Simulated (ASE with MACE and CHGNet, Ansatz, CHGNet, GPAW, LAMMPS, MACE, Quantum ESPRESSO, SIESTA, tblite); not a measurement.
**Machine-learned potentials runs on amorphous Zn20Hg10Se19S11 (60 atoms)**

How do the settings of machine-learned potentials change the result for amorphous Zn20Hg10Se19S11 (60 atoms)? A plane-wave run serves as the yardstick.

Program: ASE with MACE and CHGNet. Level of theory: the method is named at each step. Results are calculated unless marked as measured.

### Step 1. The structure

The cell holds 60 atoms: 20 Zn, 10 Hg, 19 Se and 11 S. Its edges and angles: a = 11.236 Å, b = 11.236 Å, c = 11.236 Å, α = 90.0°, β = 90.0°, γ = 90.0°. 60 atoms (20 Zn, 10 Hg, 19 Se, 11 S) placed at random at 6.05 g/cm³, melted at 2500 K for 10 ps at fixed volume with the Stillinger-Weber II-VI potential (Zhou et al., Phys. Rev. B 88, 085309 (2013)). Quenched from 2500 K to 500 K at 100 K/ps and fixed volume, held 5 ps.

The yardstick, on the same geometry:

* method: Kohn-Sham DFT, PBE, SSSP efficiency 1.3.0 pseudopotentials, plane waves (Quantum ESPRESSO 7.5); sssp-pbe-1.3.0-efficiency, cutoffs 45/360 Ry, Γ point
* r.m.s. force component: 0.5455 eV/Å
* longest force: 2.381 eV/Å
* pressure: 0.2797 GPa
* time: 5.5 min on 4 MPI ranks of Arm Neoverse V1, shared host
* CPU time: 22 min

### Step 2. MACE MPA-0 medium potential

Method: machine-learned interatomic potential MACE MPA-0 medium, trained on PBE(+U) plane-wave data.

run.py reads:

```python
import numpy as np
from ase.io import read
import mlip  # loads the published weights by name

atoms = read("structure.xyz")
atoms.calc = mlip.calc("mace-mpa-0-medium")
energy = atoms.get_potential_energy()
forces = atoms.get_forces()
print(f"energy {energy:.6f} eV")
print("forces (eV/A)")
for i, (a, f) in enumerate(zip(atoms, forces)):
    print(f"{i:4d} {a.symbol:2s} {f[0]:10.5f} {f[1]:10.5f} {f[2]:10.5f}")
stress = -atoms.get_stress(voigt=False) * 160.21766
print("stress (GPa, compression positive)")
for row in stress:
    print(" ".join(f"{x:10.4f}" for x in row))
```

structure.xyz reads:

```xyz
60
Lattice="11.23550 0.00000 0.00000 0.00000 11.23550 0.00000 0.00000 0.00000 11.23550" Properties=species:S:1:pos:R:3 pbc="T T T"
Zn 6.90556 2.58967 4.18556
Zn 8.04597 8.37730 7.73441
Zn 5.52618 5.49416 2.59877
Zn 3.08527 4.03894 10.62496
Zn 8.39741 0.59256 9.61736
Zn 8.30764 3.22504 7.61340
Zn 0.59200 1.98644 11.07303
Zn 2.21890 8.94593 6.09402
Zn 9.12547 6.09503 4.35657
Zn 4.73352 1.73420 1.78026
Zn 8.30528 3.96242 1.02872
Zn 9.64163 10.98720 5.77527
Zn 3.41627 0.11820 9.98297
Zn 11.18573 8.81245 3.27537
Zn 5.97976 9.19367 3.90389
Zn 5.56697 5.47798 6.34019
Zn 3.83310 8.08596 8.96481
Zn 3.12246 8.19405 1.34736
Zn 5.78842 0.34347 6.63816
Zn 5.65325 5.82370 9.79309
Hg 2.41721 0.06865 3.49649
Hg 11.16977 2.50540 3.81782
Hg 0.05786 9.10120 9.84410
Hg 1.93700 5.10856 2.43563
Hg 9.47962 5.07182 8.65740
Hg 10.97708 6.16514 0.43133
Hg 1.60409 0.98917 6.88141
Hg 7.11791 8.59471 0.18449
Hg 2.19070 4.65577 7.62441
Hg 9.14997 10.84147 1.81060
Se 0.85570 6.89118 4.57914
Se 9.04772 1.20692 3.81872
Se 6.38660 10.91754 1.96048
Se 10.15611 1.26770 7.79182
Se 7.60115 4.43993 5.53416
Se 2.10845 2.44215 1.79431
Se 0.52751 4.27196 9.75972
Se 10.05049 4.66936 2.58675
Se 4.21399 6.08638 0.70020
Se 3.79771 10.37261 7.52891
Se 3.56581 8.78875 3.74985
Se 9.41625 1.73611 0.20516
Se 4.85587 1.44387 4.76565
Se 7.33453 7.21746 2.75607
Se 9.85926 6.91669 6.88332
Se 7.91878 5.81055 10.65698
Se 3.88085 5.63752 4.58015
Se 2.13025 3.07493 5.29091
Se 1.49612 7.30487 8.12136
S 6.33424 3.48312 2.20148
S 4.47263 9.42467 11.00787
S 6.62883 1.71375 8.53965
S 1.18287 0.25932 9.54838
S 0.78413 8.40314 1.01794
S 8.70268 9.44681 9.69028
S 7.40217 9.91904 5.96605
S 4.67251 4.17084 8.27540
S 5.92763 7.39745 7.82148
S 0.60458 10.50317 5.11069
S 4.44600 1.95374 10.61519
```

Started as:

```sh
OMP_NUM_THREADS=1 python run.py > output.txt
```

What it wrote:

```text
energy -155.521617 eV
forces (eV/A)
   0 Zn    0.18012   -0.36779    0.23056
   1 Zn   -0.17019    0.06597   -0.57699
   2 Zn   -0.02314    0.66588    1.11762
   3 Zn    0.44702   -0.39668   -0.07402
   4 Zn   -0.08341   -0.02893   -0.95290
   5 Zn   -0.80408   -1.92332   -0.72471
   6 Zn   -0.03313   -0.08671   -0.34138
   7 Zn   -0.31381   -0.39583    0.11201
   8 Zn   -0.10940    0.23662    0.34826
   9 Zn    0.46596   -0.18709   -0.47224
  10 Zn   -0.18190   -0.43387   -0.02334
  11 Zn   -0.93905    0.56474    0.51613
  12 Zn    0.10712   -0.78333   -0.15806
  13 Zn    0.16174   -0.08364    0.02766
  14 Zn    0.87080    0.26300   -0.24364
  15 Zn   -0.30379    0.05764    0.59078
  16 Zn    0.06403    0.61267   -0.16870
  17 Zn    0.14971    0.46972   -0.26293
  18 Zn    0.63665   -0.20696    0.61378
  19 Zn   -0.18400   -0.18884   -0.97355
  20 Hg    0.87479    0.26957   -0.72585
  21 Hg    0.72574    0.33927    0.52850
  22 Hg    0.20376    0.20363   -0.42630
  23 Hg   -0.07245    0.33217    0.51015
[...]
52 S     0.05930    0.02629    0.59556
  53 S    -0.02437    0.17711    0.32124
  54 S     0.22238    0.37894   -0.11281
  55 S     0.28129    0.02648   -0.40164
  56 S    -0.29740    0.64687    0.18383
  57 S    -0.77264   -0.66097    0.71809
  58 S    -0.64527   -1.18221   -0.17036
  59 S    -0.01899    0.99477    0.81907
stress (GPa, compression positive)
    0.3436     0.7292    -0.3449
    0.7292     1.2071    -0.6875
   -0.3449    -0.6875     0.6843
```

The job ended after 8.3 s (1 thread of Arm Neoverse V1, shared host; peak memory 0.76 GiB).

Banners, paths, timers and routine set-up lines are dropped from the logs unmarked, and long logs keep their key lines alone; longer cuts are marked.

Compared with the plane-wave run:

- r.m.s. force component: 0.5253 eV/Å
- r.m.s. difference of force components: 130.5 meV/Å
- longest difference of force vectors: 566.8 meV/Å
- force difference over r.m.s. force: 23.93 %
- slope of forces against the reference's: 0.9351
- correlation of force components: 0.971
- pressure: 0.745 GPa
- pressure difference: 0.4653 GPa

Length of the force difference by element (eV/Å):

```csv
element,atoms,mean,most
Hg,10,0.2,0.38
S,11,0.18,0.37
Se,19,0.26,0.57
Zn,20,0.14,0.26
```

Local excerpt of 11 atoms (numbers count through the whole input) about S59, which has 5 bonded neighbours where the commonest count for S is 4; x, y, z are measured from there.

| atom | x | y | z | distance (Å) | bonds | Fx | Fy | Fz (eV/Å) |
| --- | --- | --- | --- | --- | --- | --- | --- | --- |
| S59 | 0.00 | 0.00 | 0.00 | 0.00 | 5 | -0.65 | -1.18 | -0.17 |
| Zn12 | -2.20 | 0.48 | 0.66 | 2.35 | 4 | -0.94 | 0.56 | 0.52 |
| Zn8 | 1.61 | -1.56 | 0.98 | 2.45 | 5 | -0.31 | -0.40 | 0.11 |
| Hg21 | 1.81 | 0.80 | -1.61 | 2.56 | 4 | 0.87 | 0.27 | -0.73 |
| Zn14 | -0.65 | -1.69 | -1.84 | 2.58 | 3 | 0.16 | -0.08 | 0.03 |
| Hg27 | 1.00 | 1.72 | 1.77 | 2.66 | 5 | 0.30 | 0.42 | 0.67 |
| Hg22 | -0.67 | 3.24 | -1.29 | 3.55 | 4 | 0.73 | 0.34 | 0.53 |
| Se32 | -2.79 | 1.94 | -1.29 | 3.64 | 4 | -0.63 | 0.15 | 1.05 |
| Se31 | 0.25 | -3.61 | -0.53 | 3.66 | 3 | -0.64 | 0.10 | -0.63 |
| Se41 | 2.96 | -1.71 | -1.36 | 3.68 | 4 | 0.18 | 0.04 | 0.25 |
| Se34 | -1.68 | 2.00 | 2.68 | 3.74 | 4 | -1.03 | 0.26 | -0.81 |

Atoms are counted from 1 here, from 0 in the log.

Forces lie 24 % from the reference's, at 0.0062 times its CPU time (on 1 against 4 cores).

### Step 3. CHGNet 0.3.0 potential

Method: machine-learned interatomic potential CHGNet 0.3.0, trained on PBE(+U) plane-wave data.

Changes to run.py since step 2:

```diff
@@ -5,3 +5,3 @@
 atoms = read("structure.xyz")
-atoms.calc = mlip.calc("mace-mpa-0-medium")
+atoms.calc = mlip.calc("chgnet-0.3.0")
 energy = atoms.get_potential_energy()
```

structure.xyz is that of step 2.

What it wrote:

```text
CHGNet v0.3.0 initialized with 412,525 parameters
CHGNet will run on cpu
energy -174.868958 eV
forces (eV/A)
   0 Zn    0.14363   -0.33294    0.11781
   1 Zn   -0.20187    0.11917   -0.49855
   2 Zn   -0.11363    0.64955    0.75323
   3 Zn    0.49630   -0.36345   -0.01197
   4 Zn   -0.30504   -0.00713   -0.73374
   5 Zn   -0.76974   -1.90162   -0.51772
   6 Zn    0.02126   -0.01373   -0.23025
   7 Zn   -0.01114   -0.51615    0.21502
   8 Zn   -0.14637    0.46501    0.43460
   9 Zn    0.36562   -0.14723   -0.44997
  10 Zn   -0.20405   -0.41423   -0.20778
  11 Zn   -0.71589    0.22736    0.43194
  12 Zn    0.07418   -0.68708   -0.14775
  13 Zn    0.46508   -0.45056    0.16081
  14 Zn    0.64472    0.05232   -0.24423
  15 Zn   -0.28159    0.20001    0.44278
  16 Zn    0.07492    0.55743   -0.29833
  17 Zn    0.10865    0.47370   -0.18348
  18 Zn    0.53187   -0.13810    0.60298
  19 Zn   -0.24735   -0.13063   -0.51065
  20 Hg    0.71237    0.18984   -0.41528
  21 Hg    1.10009    0.62970    0.59572
  22 Hg    0.23047   -0.00787   -0.56657
  23 Hg   -0.00809    0.14472    0.44667
[...]
52 S    -0.12169   -0.05789    0.08808
  53 S    -0.02721    0.11157    0.38505
  54 S     0.16538    0.20990   -0.01272
  55 S     0.18556    0.06125   -0.26408
  56 S    -0.13699    0.69084    0.12199
  57 S    -0.57427   -0.44637    0.32129
  58 S    -0.33293   -0.90673   -0.21583
  59 S    -0.14352    1.03384    0.77486
stress (GPa, compression positive)
    0.0420     0.4544    -0.1076
    0.4544     0.2930    -0.2216
   -0.1076    -0.2216    -0.1747
```

Wall time 3.6 s (1 thread); peak memory 0.58 GiB.

Compared with the plane-wave run:

* r.m.s. force component: 0.4483 eV/Å
* r.m.s. difference of force components: 213.3 meV/Å
* longest difference of force vectors: 872.4 meV/Å
* force difference over r.m.s. force: 39.11 %
* slope of forces against the reference's: 0.7613
* correlation of force components: 0.9263
* pressure: 0.0534 GPa
* pressure difference: -0.2263 GPa

Against the first run (24 %), the force difference from the reference is 39 %, at 0.43 times the CPU time.

### Step 4. CHGNet r2SCAN potential

Method: machine-learned interatomic potential CHGNet r2SCAN, trained on r2SCAN plane-wave data.

Changes to run.py since step 3:

```diff
@@ -5,3 +5,3 @@
 atoms = read("structure.xyz")
-atoms.calc = mlip.calc("chgnet-0.3.0")
+atoms.calc = mlip.calc("chgnet-r2scan")
 energy = atoms.get_potential_energy()
```

structure.xyz is that of step 3.

What it wrote:

```text
CHGNet vr2scan initialized with 412,525 parameters
CHGNet will run on cpu
energy -1061.774658 eV
forces (eV/A)
   0 Zn    0.08015   -0.16511    0.07498
   1 Zn   -0.24852    0.16865   -0.33002
   2 Zn   -0.12714    0.48891    0.42075
   3 Zn    0.32415   -0.32115    0.03871
   4 Zn   -0.15851    0.09313   -0.59788
   5 Zn   -0.31633   -1.10907   -0.18949
   6 Zn   -0.05414   -0.08048   -0.19432
   7 Zn    0.02188   -0.24435    0.13044
   8 Zn   -0.24501    0.17923    0.22428
   9 Zn    0.39008   -0.09298   -0.40333
  10 Zn   -0.13677   -0.34641   -0.07843
  11 Zn   -0.49676    0.16324    0.27721
  12 Zn    0.05315   -0.48015   -0.17437
  13 Zn    0.61189   -0.42728    0.15383
  14 Zn    0.47669    0.03013   -0.19716
  15 Zn   -0.17848    0.12343    0.35093
  16 Zn    0.12235    0.57522   -0.31813
  17 Zn    0.09809    0.30591   -0.16774
  18 Zn    0.30780   -0.17685    0.35364
  19 Zn   -0.08062   -0.04801   -0.43120
  20 Hg    0.54999   -0.00267   -0.11298
  21 Hg    0.59798    0.37151    0.36543
  22 Hg    0.12706    0.01154   -0.32809
  23 Hg    0.06711    0.05048    0.48976
[...]
52 S    -0.06386    0.02147    0.24361
  53 S    -0.02296    0.06200    0.44383
  54 S     0.05807    0.10677    0.00393
  55 S     0.17159    0.13494   -0.23540
  56 S    -0.21062    0.66015    0.06308
  57 S    -0.49183   -0.43582    0.43382
  58 S    -0.16066   -0.72080   -0.26230
  59 S    -0.32002    0.84473    0.70955
stress (GPa, compression positive)
   -2.0986     0.3126    -0.2026
    0.3126    -1.6357    -0.2821
   -0.2026    -0.2821    -2.1379
```

It took 3.5 s on 1 thread; peak memory 0.58 GiB.

Numbers from this run, and their distance from the reference:

- r.m.s. force component: 0.342 eV/Å
- r.m.s. difference of force components: 293.2 meV/Å
- longest difference of force vectors: 1273 meV/Å
- force difference over r.m.s. force: 53.74 %
- slope of forces against the reference's: 0.5521
- correlation of force components: 0.8806
- pressure: -1.957 GPa
- pressure difference: -2.237 GPa

Against the first run (24 %), the force difference from the reference is 54 %, at 0.43 times the CPU time; this potential was trained at another functional than the reference's, which explains only part of so large a difference.

### Step 5. Side by side

Differences are against the plane-wave reference, forces as r.m.s. over components; share is that over the reference's r.m.s. force, slope the least-squares factor from reference forces to these. Total energies of different programs have different zeros and aren't compared.

```
                        run  Δ force, r.m.s. (meV/Å)  share (%)  slope  Δ pressure (GPa)  cores  CPU time  memory (GiB)
                  reference                        -          -      -                 -      4    22 min           3.4
MACE MPA-0 medium potential                      131       23.9  0.935             0.465      1     8.2 s          0.76
     CHGNet 0.3.0 potential                      213       39.1  0.761            -0.226      1     3.5 s          0.58
    CHGNet r2SCAN potential                      293       53.7  0.552             -2.24      1     3.5 s          0.58
```

Times of the machine-learned potentials are mostly Python's start and the loading of weights.

CPU time is summed over cores on a shared host, where runs went side by side, so it is rough. Symmetry, cutoffs, thresholds, outputs and thread counts weren't matched or tuned between programs; memory under MPI is the largest rank's times the ranks.

### Step 6. Results

```
nearest in forces : MACE MPA-0 medium potential, 24 %
its CPU time      : 8.2 s
```

What this shows: Machine-learned potentials differ by 24 % (MACE MPA-0 medium potential) to 54 % (CHGNet r2SCAN potential); they were trained on other programs' data, some at another functional. Among those trained on PBE data the slope goes as low as 0.76, which softening far from their training structures can give, though the reference's k-sampling is untested too. The reference's pressure holds the uncorrected Pulay stress of its 45 Ry basis, so small pressure differences, and their order, may be the reference's own error. Machine-learned potentials mimic data converged in k, so the reference's own k-point error enters their differences. The quench rate of 100 K/ps is many orders above laboratory rates, so the cell is likely richer in defects and strain than a real sample. The network of bonds at the start is that of the classical potential that made the cell, and needn't be the one that DFT or experiment would give. The electronic-structure runs sample only Γ, in a cell whose shortest periodic width is 11 Å, which is coarse for a cell with partly filled levels. Spin–orbit coupling is left out, which matters for the levels of the heavy elements.

[Also dropped from logs without a mark: logging warnings of Python, and SIESTA's first energy breakdown and zero terms.]

[Logs are printed without paths, hosts, clocks, repeated set-up lines and the standing remarks that a program may print on its own settings, such as how far it seeks lower states.]

[Hosts, paths, dates, database ids (printed as entryN), source tags and the programs' standing remarks are cut or masked in the printed files.]
